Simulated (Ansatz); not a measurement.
**What LiMgF3 (model cell, started as cubic perovskite with Mg in the octahedra) distorts into**

Which phase does LiMgF3 (model cell, started as cubic perovskite with Mg in the octahedra) fall into along its unstable mode, and how much energy does it gain?

Method: DFT PBEsol, scalar-relativistic, plane waves, PAW; PAW set soft_1, in Ansatz 0.2.0.

The structure was built from a prototype and need not be the compound's stable phase.

### 1. Set-up

Symmetry: Pm-3m, No. 221, cubic system. Conventional cell: a = 3.873 Å, b = 3.873 Å, c = 3.873 Å, α = 90.00°, β = 90.00°, γ = 90.00°. Nearest to Li lie 12 F at 2.74 Å. Nearest to Mg lie 6 F at 1.94 Å. Nearest to F lie 2 Mg at 1.94 Å. Farther neighbours and most contacts between anions are not listed.

Coordinates:

```cif
data_structure
_symmetry_space_group_name_H-M 'P 1'
_symmetry_Int_Tables_number 1
_cell_length_a 3.8727
_cell_length_b 3.8727
_cell_length_c 3.8727
_cell_angle_alpha 90.000
_cell_angle_beta 90.000
_cell_angle_gamma 90.000
_cell_volume 58.08
loop_
_atom_site_label
_atom_site_type_symbol
_atom_site_fract_x
_atom_site_fract_y
_atom_site_fract_z
_atom_site_occupancy
Li1 Li 0.00000 0.00000 0.00000 1
Mg2 Mg 0.50000 0.50000 0.50000 1
F3 F 0.50000 0.50000 0.00000 1
F4 F 0.50000 0.00000 0.50000 1
F5 F 0.00000 0.50000 0.50000 1
```

### 2. Response at finite wavevector

The cell comes from relaxations at this level that are not shown. Stability and thermal properties need the whole zone. Linear response on a 4×4×4 q mesh gives force constants as far as a supercell of that size would, and the tensors from the zone-centre run are typed in so that the long-range dipole term is interpolated apart.

input.yaml

```yaml
crystal:
  lattice:
    - [3.8727366541, 0.0, 0.0]
    - [0.0, 3.8727366541, 0.0]
    - [0.0, 0.0, 3.8727366541]
  atoms:
    - { symbol: Li, position: [0.0, 0.0, 0.0] }
    - { symbol: Mg, position: [0.5, 0.5, 0.5] }
    - { symbol: F, position: [0.5, 0.5, 0.0] }
    - { symbol: F, position: [0.5, 0.0, 0.5] }
    - { symbol: F, position: [0.0, 0.5, 0.5] }
kpoints:
  mp_grid: { grid: [8, 8, 8] }
hamiltonian:
  xc: pbesol
  pseudopotentials: { kind: paw, azcp: { folder: soft_1 }, xc_functional: pbe }
scf:
  occupations: { method: fixed }
output:
  eigenvalues: true
phonons:
  method: dfpt
  qmesh: [4, 4, 4]
  temperatures: { t_max: 1000, t_step: 50 }
  qpath:
    path:
      - [[0.0, 0.0, 0.0], [0.0, 0.5, 0.0], [0.5, 0.5, 0.0], [0.0, 0.0, 0.0], [0.5, 0.5, 0.5], [0.0, 0.5, 0.0]]
      - [[0.5, 0.5, 0.5], [0.5, 0.5, 0.0]]
    npoints: 10
  non_analytic_term:
    high_frequency_dielectric_tensor: [[1.9891, 0.0, 0.0], [0.0, 1.9891, 0.0], [0.0, 0.0, 1.9891]]
    born_effective_charges:
      - { species: Li, tensor: [[1.2038, 0.0, 0.0], [0.0, 1.2038, 0.0], [0.0, 0.0, 1.2038]] }
      - { species: Mg, tensor: [[1.886, 0.0, 0.0], [0.0, 1.886, 0.0], [0.0, 0.0, 1.886]] }
      - { species: F, tensor: [[-0.9062, 0.0, 0.0], [0.0, -0.9062, 0.0], [0.0, 0.0, -1.2774]] }
      - { species: F, tensor: [[-0.9062, 0.0, 0.0], [0.0, -1.2774, 0.0], [0.0, 0.0, -0.9062]] }
      - { species: F, tensor: [[-1.2774, 0.0, 0.0], [0.0, -0.9062, 0.0], [0.0, 0.0, -0.9062]] }
    source: "zone-centre run at this cell"
```

On the command line:

```bash
$ ansatz run input.yaml --threads 8 --pin off --max-ram 16384MiB --backend cpu --events-out ev --progress --plain --runs-dir out
```

Numbers of over 12 decimals in the logs are rounded to 6 here.

The log of the run:

```text
Engine: ansatz 0.2.0, x86_64-unknown-linux-gnu
Pseudopotentials: kind: paw
Pseudopotential: Li, paw, valence charge 3, recommended cutoff 420 eV (normal), soft_1/Li.paw.azcp
Pseudopotential: Mg, paw, valence charge 10, recommended cutoff 420 eV (normal), soft_1/Mg.paw.azcp
Pseudopotential: F, paw, valence charge 7, recommended cutoff 420 eV (normal), soft_1/F.paw.azcp
Functional definition: PBEsol
  exchange = pbesol_x
  correlation = pbesol_c
Crystal: 5 atoms, lattice volume = 58.084 Å³
Basis set: ecut = 420 eV, 1141 PW (Γ), exchange–correlation on 54×54×54 points (8 copies of the dense FFT grid, shifted against one another)
Bands: 22, of which v1, the nominal top of the filled ones, is band 17 counted from 1 (16 counted from 0)
Symmetry: 48 space group operations
k-points: 35 of 512
Non-local potential: Li, projectors of the file, l = 0: 3, l = 1: 2, l = 2: 1
Non-local potential: Mg, projectors of the file, l = 0: 3, l = 1: 2, l = 2: 1
Non-local potential: F, projectors of the file, l = 0: 2, l = 1: 2, l = 2: 1
PAW form: soft (Blöchl's): semilocal exchange-correlation on the pseudo side does not see the compensation charge
PAW frozen core: Mg, regenerated for the run's functional, and the local potential with it (the file was generated under x = pbe(κ = 0.804, μ = 0.219515), c = pbe(β = 0.066725))
PAW frozen core: F, regenerated for the run's functional, and the local potential with it (the file was generated under x = pbe(κ = 0.804, μ = 0.219515), c = pbe(β = 0.066725))
PAW one-centre angular grid: Li, 110 points (default); XC on 64 Gauss nodes
PAW one-centre angular grid: Mg, 110 points (default); XC on 64 Gauss nodes
PAW one-centre angular grid: F, 110 points (default); XC on 64 Gauss nodes
Initial density: superposition of atomic densities (chi_scale 0.1, normalization cell, long waves kept (reshape's long-wave potential 0.01 eV rms))
Initial wavefunctions: pseudopotential atomic-orbital guess
Functional: x = pbesol(κ = 0.804, μ = 0.123457), c = pbesol(β = 0.046)
SCF iter   1: F=—  HF=-4524.809570 eV  |F-HF|=—  |Δ(HF+E_count)|=         —  Δρ=1.02e-1  dr2=4.24e0  ethr=3.10e-3  ⟨swp⟩=4.4  Hψ=3356  notcnv=0  defer=71
preconditioner: auto → Resta (q_TF=auto, 2.495 Å⁻¹)  ε∞=3.0  [insulator: Δε(μ)=4.968 eV  Ē_g=16.673 eV  n_scr=18 (ndim 8)  ℏωp=23.9 eV  f_vac=0.000  ε∞_Penn≈3.0]
SCF iter   2: F=—  HF=-4523.712983 eV  |F-HF|=—  |Δ(HF+E_count)|=    1.10e0  Δρ=4.46e-2  dr2=1.07e0  ethr=3.10e-3  ⟨swp⟩=2.0  Hψ=1742  notcnv=0  defer=68
SCF iter   3: F=—  HF=-4523.492594 eV  |F-HF|=—  |Δ(HF+E_count)|=   2.20e-1  Δρ=1.84e-2  dr2=1.89e-1  ethr=3.10e-3  ⟨swp⟩=2.6  Hψ=1382  notcnv=0  defer=86
SCF iter   4: F=—  HF=-4523.441017 eV  |F-HF|=—  |Δ(HF+E_count)|=   5.16e-2  Δρ=3.95e-3  dr2=1.32e-2  ethr=5.57e-4  ⟨swp⟩=2.0  Hψ=1305  notcnv=0  defer=95
SCF iter   5: F=—  HF=-4523.439653 eV  |F-HF|=—  |Δ(HF+E_count)|=   1.36e-3  Δρ=1.26e-3  dr2=9.44e-4  ethr=3.88e-5  ⟨swp⟩=2.3  Hψ=1331  notcnv=0  defer=97
SCF iter   6: F=—  HF=-4523.439959 eV  |F-HF|=—  |Δ(HF+E_count)|=   3.06e-4  Δρ=2.01e-4  dr2=2.81e-5  ethr=2.78e-6  ⟨swp⟩=2.1  Hψ=1146  notcnv=0  defer=98
SCF iter   7: F=—  HF=-4523.439970 eV  |F-HF|=—  |Δ(HF+E_count)|=   1.07e-5  Δρ=5.39e-5  dr2=9.07e-7  ethr=8.27e-8  ⟨swp⟩=2.1  Hψ=1277  notcnv=0  defer=67
SCF iter   8: F=—  HF=-4523.439971 eV  |F-HF|=—  |Δ(HF+E_count)|=   1.40e-6  Δρ=7.58e-6  dr2=2.14e-8  ethr=2.67e-9  ⟨swp⟩=2.0  Hψ=1255  notcnv=0  defer=36
SCF iter   9: F=—  HF=-4523.439971 eV  |F-HF|=—  |Δ(HF+E_count)|=   2.70e-8  Δρ=1.28e-6  dr2=6.78e-10  ethr=6.30e-11  ⟨swp⟩=2.0  Hψ=1295  notcnv=0  defer=36
SCF iter  10: F=—  HF=-4523.439971 eV  |F-HF|=—  |Δ(HF+E_count)|=  9.93e-10  Δρ=2.72e-7  dr2=3.06e-11  ethr=1.99e-12  ⟨swp⟩=2.0  Hψ=1223  notcnv=0  defer=36
SCF iter  11: F=-4523.439971 eV  HF=-4523.439971 eV  |F-HF|=2.73e-12  |Δ(HF+E_count)|=  5.00e-11  Δρ=4.95e-8  dr2=1.00e-12  ethr=1.00e-12  ⟨swp⟩=11.0  Hψ=4113  notcnv=0
SCF 1 converged in 11 iterations: F = -4523.439971 eV  dr2 = 1.00e-12
  greatest PAW one-centre occupation: 1.000 electrons in one spin orbital (limit 2), on the Mg atom at site 1 (counted from 0), in its partial waves of l = 0
NSCF: frozen V_eff on 35 k-points
NSCF: frozen V_eff on 125 k-points
DFPT response loops at q = (0, 0, 0) (fractional): preconditioner auto → none (the input reference at scf.mixing.eps_inf says where Resta's filter doesn't serve); β = 0.50; Broyden in place of MSR1
NSCF: frozen V_eff on 400 k-points
DFPT response loops at q = (0, 0, 0.25) (fractional): mixed as the last ones told, above
NSCF: frozen V_eff on 250 k-points
DFPT response loops at q = (0, 0, -0.5) (fractional): mixed as the last ones told, above
NSCF: frozen V_eff on 640 k-points
DFPT response loops at q = (0, 0.25, 0.25) (fractional): mixed as the last ones told, above
NSCF: frozen V_eff on 400 k-points
DFPT response loops at q = (0, 0.25, -0.5) (fractional): mixed as the last ones told, above
NSCF: frozen V_eff on 250 k-points
DFPT response loops at q = (0, -0.5, -0.5) (fractional): mixed as the last ones told, above
NSCF: frozen V_eff on 1024 k-points
DFPT response loops at q = (0.25, 0.25, 0.25) (fractional): mixed as the last ones told, above
NSCF: frozen V_eff on 640 k-points
DFPT response loops at q = (0.25, 0.25, -0.5) (fractional): mixed as the last ones told, above
NSCF: frozen V_eff on 400 k-points
DFPT response loops at q = (0.25, -0.5, -0.5) (fractional): mixed as the last ones told, above
NSCF: frozen V_eff on 250 k-points
DFPT response loops at q = (-0.5, -0.5, -0.5) (fractional): mixed as the last ones told, above
SCF converged after 11 iterations
Free energy (F): -4523.439971 eV
Harris-Foulkes:  -4523.439971 eV  (|F-HF|=2.73e-12)
Internal energy: -4523.439971 eV  (E = F + TS)
E sigma→0 (E₀):  -4523.439971 eV
Fermi energy:    0.931924 eV
--- Per-component energies (eV) ---
  E_band       = -561.102460
  E_kinetic    = 682.161151
  E_local      = -3942.291870  (includes V_loc(G=0)·N_el)
  E_nonlocal   = 437.777642
  E_hartree    = 1439.295770
  E_xc         = -264.772270
  E_vxc        = -341.946105  (∫ρ·V_xc dr)
  E_paw        = -906.235030  (= ΣΔE_a)
  E_vpaw       = -275.396491  (= ΣTr[D̂ρ^β])
  E_aug_tail   = 0.001661  (compensation charges beyond the density's cutoff)
  E_ewald      = -1969.563217
  E_core_change = 0.186190  (= ΣΔE_core)
  E_smearing   = -0.000000  (= −TS)
  E_closure    = -0.000000  (closes the sum)
  Σ components = -4523.439971   (vs F -4523.439971, Δ=0.00e0)
--- Band table (eV; the first three rows and the last of 35) ---
  k-point 0: bands = [... 13 lower, 0.2347, 0.4396, 0.4396, 0.4396, 6.8136, 13.9627, 13.9627, 13.9627, ... 1 higher]
  k-point 1: bands = [... 13 lower, 0.2030, 0.2684, 0.4145, 0.4145, 7.0463, 12.9157, 13.8491, 13.8491, ... 1 higher]
  k-point 2: bands = [... 13 lower, 0.0561, 0.1275, 0.3892, 0.3892, 7.6581, 11.6717, 13.6051, 13.6051, ... 1 higher]
  k-point 34: bands = [... 13 lower, -0.2769, 0.9319, 0.9319, 0.9319, 10.7911, 12.2973, 12.2973, 12.2973, ... 1 higher]
--- Phonons (Γ-DFPT): 4 representative perturbations + reference (Σ response iterations 14) ---
  ASR residual: 1.278e-3 → 0.000e0 eV/Å²; symmetrization residual: 1.417e-6 eV/Å²
  ASR residual per site (eV/Å²): 9.28e-5 1.28e-3 8.94e-4 8.94e-4 8.94e-4
  Γ frequencies (cm⁻¹): -228.19 -228.19 -228.19 0.00 0.00 0.00 89.72 89.72 89.72 293.86 293.86 293.86 572.16 572.16 572.16
--- Phonons (arbitrary-q DFPT): 10 irreducible q on the 4×4×4 mesh ---
  q = [0.0000, 0.0000, 0.0000] (star 1, of the zone-centre solve; hermiticity 1.79e-7, symmetrization 4.79e-13): -228.19 -228.19 -228.19 -0.00 0.00 0.00 89.72 89.72 89.72 293.86 293.86 293.86 572.16 572.16 572.16
  q = [0.0000, 0.0000, 0.2500] (star 6, 9 solved perturbations in 1560 linear systems a pass and spin channel, the states on 200 of 512 k-point pairs; hermiticity 1.53e-7, symmetrization 5.06e-13): -220.25 -220.25 38.30 38.30 101.14 123.38 123.38 146.49 223.57 276.84 276.84 374.00 571.31 571.31 622.89
  q = [0.0000, 0.0000, -0.5000] (star 3, 9 solved perturbations in 975 linear systems a pass and spin channel, the states on 125 of 512 k-point pairs; hermiticity 1.90e-7, symmetrization 3.37e-13): -211.55 -211.55 -4.85 -4.85 111.05 176.11 176.11 209.84 225.93 247.13 247.13 481.16 534.40 570.45 570.45
  q = [0.0000, 0.2500, 0.2500] (star 12, 9 solved perturbations in 2460 linear systems a pass and spin channel, the states on 320 of 512 k-point pairs; hermiticity 1.44e-7, symmetrization 1.18e-13): -216.91 -210.50 -77.26 -71.61 97.19 116.78 148.41 192.84 214.46 261.35 365.23 375.83 528.33 570.48 625.54
  q = [0.0000, 0.2500, -0.5000] (star 12, 15 solved perturbations on 200 of 512 k-point pairs; hermiticity 1.28e-7, symmetrization 3.67e-14): -209.13 -199.03 -135.83 -104.19 89.47 159.92 180.39 204.52 235.31 249.63 367.93 479.88 480.59 569.63 585.63
  q = [0.0000, -0.5000, -0.5000] (star 3, 9 solved perturbations in 975 linear systems a pass and spin channel, the states on 125 of 512 k-point pairs; hermiticity 1.26e-7, symmetrization 2.07e-13): -203.07 -203.07 -182.77 -161.66 138.10 138.10 215.96 219.98 219.98 273.67 435.14 479.01 479.01 546.06 568.81
  q = [0.2500, 0.2500, 0.2500] (star 8, 4 solved perturbations in 1376 linear systems a pass and spin channel, the states on 512 of 512 k-point pairs; hermiticity 1.26e-7, symmetrization 4.94e-13): -215.06 -215.06 -93.09 -85.25 -58.89 -58.89 220.71 220.71 221.34 346.63 346.63 380.72 527.35 527.35 627.50
  q = [0.2500, 0.2500, -0.5000] (star 12, 9 solved perturbations in 2460 linear systems a pass and spin channel, the states on 320 of 512 k-point pairs; hermiticity 1.27e-7, symmetrization 2.63e-13): -213.09 -196.59 -170.38 -122.51 -83.03 -41.52 227.70 261.70 267.01 316.82 367.17 469.18 469.62 526.41 601.07
  q = [0.2500, -0.5000, -0.5000] (star 6, 9 solved perturbations in 1560 linear systems a pass and spin channel, the states on 200 of 512 k-point pairs; hermiticity 1.32e-7, symmetrization 6.58e-14): -206.56 -206.56 -200.04 -162.02 -100.78 -100.78 276.39 276.39 292.17 314.16 434.80 458.80 458.80 497.54 583.28
  q = [-0.5000, -0.5000, -0.5000] (star 1, 4 solved perturbations in 350 linear systems a pass and spin channel, the states on 125 of 512 k-point pairs; hermiticity 2.02e-8, symmetrization 5.60e-13): -213.99 -213.99 -213.99 -162.39 -162.39 -162.39 308.19 308.19 308.19 434.45 434.45 436.76 436.76 436.76 569.77
  sum rule: each row above includes the acoustic sum rule's correction from the zone centre's row sums; it moved no ω² by more than (3.78 cm⁻¹)²
  mesh force constants: q→R imaginary residual 7.04e-19; ASR residual 1.278e-3 → 0.000e0 eV/Å²; symmetrization residual 7.105e-15 eV/Å²
  interpolated dispersion: 63 rows × 15 modes
  density of states and harmonic sums: on the 16×16×16 q-mesh, interpolated from the force constants of a 4×4×4 supercell (with the dipole–dipole term of supplied tensors)
  largest difference from the sums on the solved wave vectors: F 1.38e-1 eV, S 1.85e-4 and C_V 4.81e-5 eV/K
  zero-point energy: 0.219579 eV/cell   skipped modes (ω ≤ 0): 678, of them read as no rigid motion or as one in doubt: 675 (4.132e0 modes/cell left out, lowest -228.19 cm⁻¹)   left out of the sums: 2.76e-1 of the cell's modes: C_V's classical limit lies that fraction below 3 k_B per atom; for a crystal, a wire or a layer, F and S can be off by more, and a phonons.interpolated_qmesh denser along its periods is the remedy for the sampling
```

Run time: 2.1 min. Hardware: 8 threads of INTEL XEON PLATINUM 8581C at 2.30GHz (Emerald Rapids), shared host; peak memory 1.7 GiB; 15 min of CPU time.

Reading the cycles: dr2 is the Hartree energy of the density residual (eV), the measure of convergence; HF is the Harris–Foulkes estimate of the energy, which meets the free energy F at convergence.

Numbers from this step:

- gap on the k-mesh: 5.882 eV
- volume per atom: 11.62 Å³
- sum-rule residual before enforcement: 0.001278 eV/Å²
- lowest frequency on the path: -228.2 cm⁻¹
- point group: m-3m
- highest frequency on the path or at a solved wavevector: 662.6 cm⁻¹
- highest optical mode at the zone centre (no LO-TO term): 572.2 cm⁻¹
- lowest optical zone-centre mode: -228.2 cm⁻¹
- lowest mode on the q mesh (acoustic modes at Γ apart): -228.2 cm⁻¹

Frequencies (cm⁻¹) solved at each irreducible wavevector; negative means imaginary. Frequencies by wavevector, by row:

| q in reciprocal lattice units | star | mode 1 | mode 2 | mode 3 | mode 4 | mode 13 | mode 14 | mode 15 |
| --- | --- | --- | --- | --- | --- | --- | --- | --- |
| 0 0 0 | 1 | -228.2 | -228.2 | -228.2 | 0 | 572.2 | 572.2 | 572.2 |
| 0 0 0.25 | 6 | -220.2 | -220.2 | 38.3 | 38.3 | 571.3 | 571.3 | 622.9 |
| 0 0 -0.5 | 3 | -211.6 | -211.6 | -4.8 | -4.8 | 534.4 | 570.5 | 570.5 |
| 0 0.25 0.25 | 12 | -216.9 | -210.5 | -77.3 | -71.6 | 528.3 | 570.5 | 625.5 |
| 0 0.25 -0.5 | 12 | -209.1 | -199 | -135.8 | -104.2 | 480.6 | 569.6 | 585.6 |
| 0 -0.5 -0.5 | 3 | -203.1 | -203.1 | -182.8 | -161.7 | 479 | 546.1 | 568.8 |
| 0.25 0.25 0.25 | 8 | -215.1 | -215.1 | -93.1 | -85.2 | 527.4 | 527.4 | 627.5 |
| 0.25 0.25 -0.5 | 12 | -213.1 | -196.6 | -170.4 | -122.5 | 469.6 | 526.4 | 601.1 |
| 0.25 -0.5 -0.5 | 6 | -206.6 | -206.6 | -200 | -162 | 458.8 | 497.5 | 583.3 |
| -0.5 -0.5 -0.5 | 1 | -214 | -214 | -214 | -162.4 | 436.8 | 436.8 | 569.8 |

Interpolated from a 4×4×4 q mesh, with the LO-TO term (at Γ the limit along the path; where Γ stands inside the path, tables give the limit on arrival). The phonon branches at the labelled points (cm⁻¹):

| point | branch 1 | branch 2 | branch 3 | branch 4 | branch 12 | branch 13 | branch 14 | branch 15 |
| --- | --- | --- | --- | --- | --- | --- | --- | --- |
| Γ | -228 | -228 | 0 | 0 | 334 | 572 | 572 | 663 |
| halfway | -220 | -220 | 38 | 38 | 374 | 571 | 571 | 623 |
| X | -212 | -212 | -5 | -5 | 481 | 534 | 570 | 570 |
| halfway | -209 | -199 | -136 | -104 | 480 | 481 | 570 | 586 |
| M | -203 | -203 | -183 | -162 | 479 | 479 | 546 | 569 |
| halfway | -217 | -210 | -77 | -72 | 376 | 528 | 570 | 626 |
| Γ | -228 | -228 | 0 | 0 | 334 | 572 | 572 | 663 |
| halfway | -215 | -215 | -93 | -85 | 381 | 527 | 527 | 628 |
| R | -214 | -214 | -214 | -162 | 437 | 437 | 437 | 570 |
| halfway | -213 | -197 | -170 | -122 | 469 | 470 | 526 | 601 |
| X | -212 | -212 | -5 | -5 | 481 | 534 | 570 | 570 |
| jump to R | -214 | -214 | -214 | -162 | 437 | 437 | 437 | 570 |
| halfway | -207 | -207 | -200 | -162 | 459 | 459 | 498 | 583 |
| M | -203 | -203 | -183 | -162 | 479 | 479 | 546 | 569 |

Symmetry leaves 10 wavevectors to solve. The lowest mode among them, the acoustic zeros apart, lies at Γ and is imaginary, 228.2i cm⁻¹, so the energy falls along it.

### 3. The mode frozen in, largest atomic shift 0 Å

The mode followed lies at Γ with frequency 228.2i cm⁻¹ and is 3-fold degenerate, the softest among the wavevectors solved. At small amplitude the distorted cell has space group no. 99 by a symmetry search on the positions. The undistorted cell that holds it gives the zero of energy on the same k mesh.

input.yaml, the sections that differ from step 2:

```yaml
scf:
  occupations: { method: gaussian, width: 0.02 }
output:
  forces: true
  stress: true
  eigenvalues: true
# crystal, kpoints, hamiltonian: as in step 2
# phonons: removed
```

The log of the run:

```text
[...]
Crystal: 5 atoms, lattice volume = 58.084 Å³
Basis set: ecut = 420 eV, 1141 PW (Γ), exchange–correlation on 54×54×54 points (8 copies of the dense FFT grid, shifted against one another)
Bands: 22, of which v1, the nominal top of the filled ones, is band 17 counted from 1 (16 counted from 0)
Symmetry: 48 space group operations
[...]
k-points: 35 of 512
[...]
--- Band table (eV; the first three rows and the last of 35) ---
  k-point 0: bands = [... 13 lower, 0.2347, 0.4397, 0.4397, 0.4397, 6.8137, 13.9626, 13.9626, 13.9626]
  k-point 1: bands = [... 13 lower, 0.2031, 0.2684, 0.4146, 0.4146, 7.0464, 12.9157, 13.8491, 13.8491]
  k-point 2: bands = [... 13 lower, 0.0562, 0.1275, 0.3893, 0.3893, 7.6581, 11.6717, 13.6050, 13.6050]
  k-point 34: bands = [... 13 lower, -0.2768, 0.9320, 0.9320, 0.9320, 10.7910, 12.2973, 12.2973, 12.2973]
[key lines of the parts left out:]
SCF converged after 8 iterations
Free energy (F): -4523.439971 eV
Fermi energy:    3.872857 eV
P = ⅓ Tr σ = -0.0073 GPa (-0.073 kbar)
```

Run time: 0.38 s. Hardware: 8 threads; peak memory 0.4 GiB; 1.8 s of CPU time.

Numbers from this step:

```yaml
pressure: -0.007339 GPa
energy_from_the_undistorted_cell: 0 meV/atom
```

At this level the gap is 5.88 eV on the k-mesh of the self-consistent run, which can miss the band edges.

### 4. The mode frozen in, largest atomic shift 0.6 Å

The atoms are moved along the unstable eigenvector, the largest shift by 0.6 Å, with the cell fixed.

input.yaml, the sections that differ from step 3:

```yaml
crystal:
  lattice:
    - [3.8727366541, 0.0, 0.0]
    - [0.0, 3.8727366541, 0.0]
    - [0.0, 0.0, 3.8727366541]
  atoms:
    - { symbol: Li, position: [0.0, -0.1549292022, 0.0] }
    - { symbol: Mg, position: [0.5, 0.4952843288, 0.5] }
    - { symbol: F, position: [0.5, 0.5304087723, 0.0] }
    - { symbol: F, position: [0.5, 0.0018099849, 0.5] }
    - { symbol: F, position: [0.0, 0.5304087723, 0.5] }
# kpoints, hamiltonian, scf, output: as in step 3
```

The log of the run:

```text
[...]
Crystal: 5 atoms, lattice volume = 58.084 Å³
Basis set: ecut = 420 eV, 1141 PW (Γ), exchange–correlation on 54×54×54 points (8 copies of the dense FFT grid, shifted against one another)
Bands: 22, of which v1, the nominal top of the filled ones, is band 17 counted from 1 (16 counted from 0)
Symmetry: 8 space group operations
[...]
k-points: 75 of 512 (time reversal used)
[...]
--- Band table (eV; the first three rows and the last of 75) ---
  k-point 0: bands = [... 13 lower, -0.0264, 0.3534, 0.4603, 0.4603, 6.9379, 13.0746, 14.4058, 14.4058]
  k-point 1: bands = [... 13 lower, -0.0651, 0.3248, 0.3555, 0.4634, 7.1662, 13.2324, 13.4192, 14.2933]
  k-point 2: bands = [... 13 lower, -0.1949, 0.1710, 0.2714, 0.4716, 7.7810, 12.1100, 13.7050, 14.0570]
  k-point 74: bands = [... 13 lower, -0.2676, 0.5178, 0.9117, 0.9117, 10.1508, 12.7432, 12.7432, 14.1259]
[key lines of the parts left out:]
SCF converged after 9 iterations
Free energy (F): -4523.665510 eV
Fermi energy:    3.924855 eV
P = ⅓ Tr σ = 0.7063 GPa (7.063 kbar)
```

Run time: 0.83 s. Hardware: 8 threads; peak memory 0.49 GiB.

Numbers from this step:

| Property | Result |
| --- | --- |
| pressure | 0.7063 GPa |
| gap on the k-mesh | 6.026 eV |
| energy from the undistorted cell | -45.11 meV/atom |

The energy, extrapolated to zero smearing, is -45.11 meV/atom against the undistorted cell.

The run ends at a pressure of 0.71 GPa, with forces up to 0.46 eV/Å.

(Part 1 of 3 ends here.)

[Logs are printed without paths, hosts, clocks, repeated set-up lines and the standing remarks that a program may print on its own settings, such as how far it seeks lower states.]

[Hosts, paths, dates, database ids (printed as entryN), source tags and the programs' standing remarks are cut or masked in the printed files.]
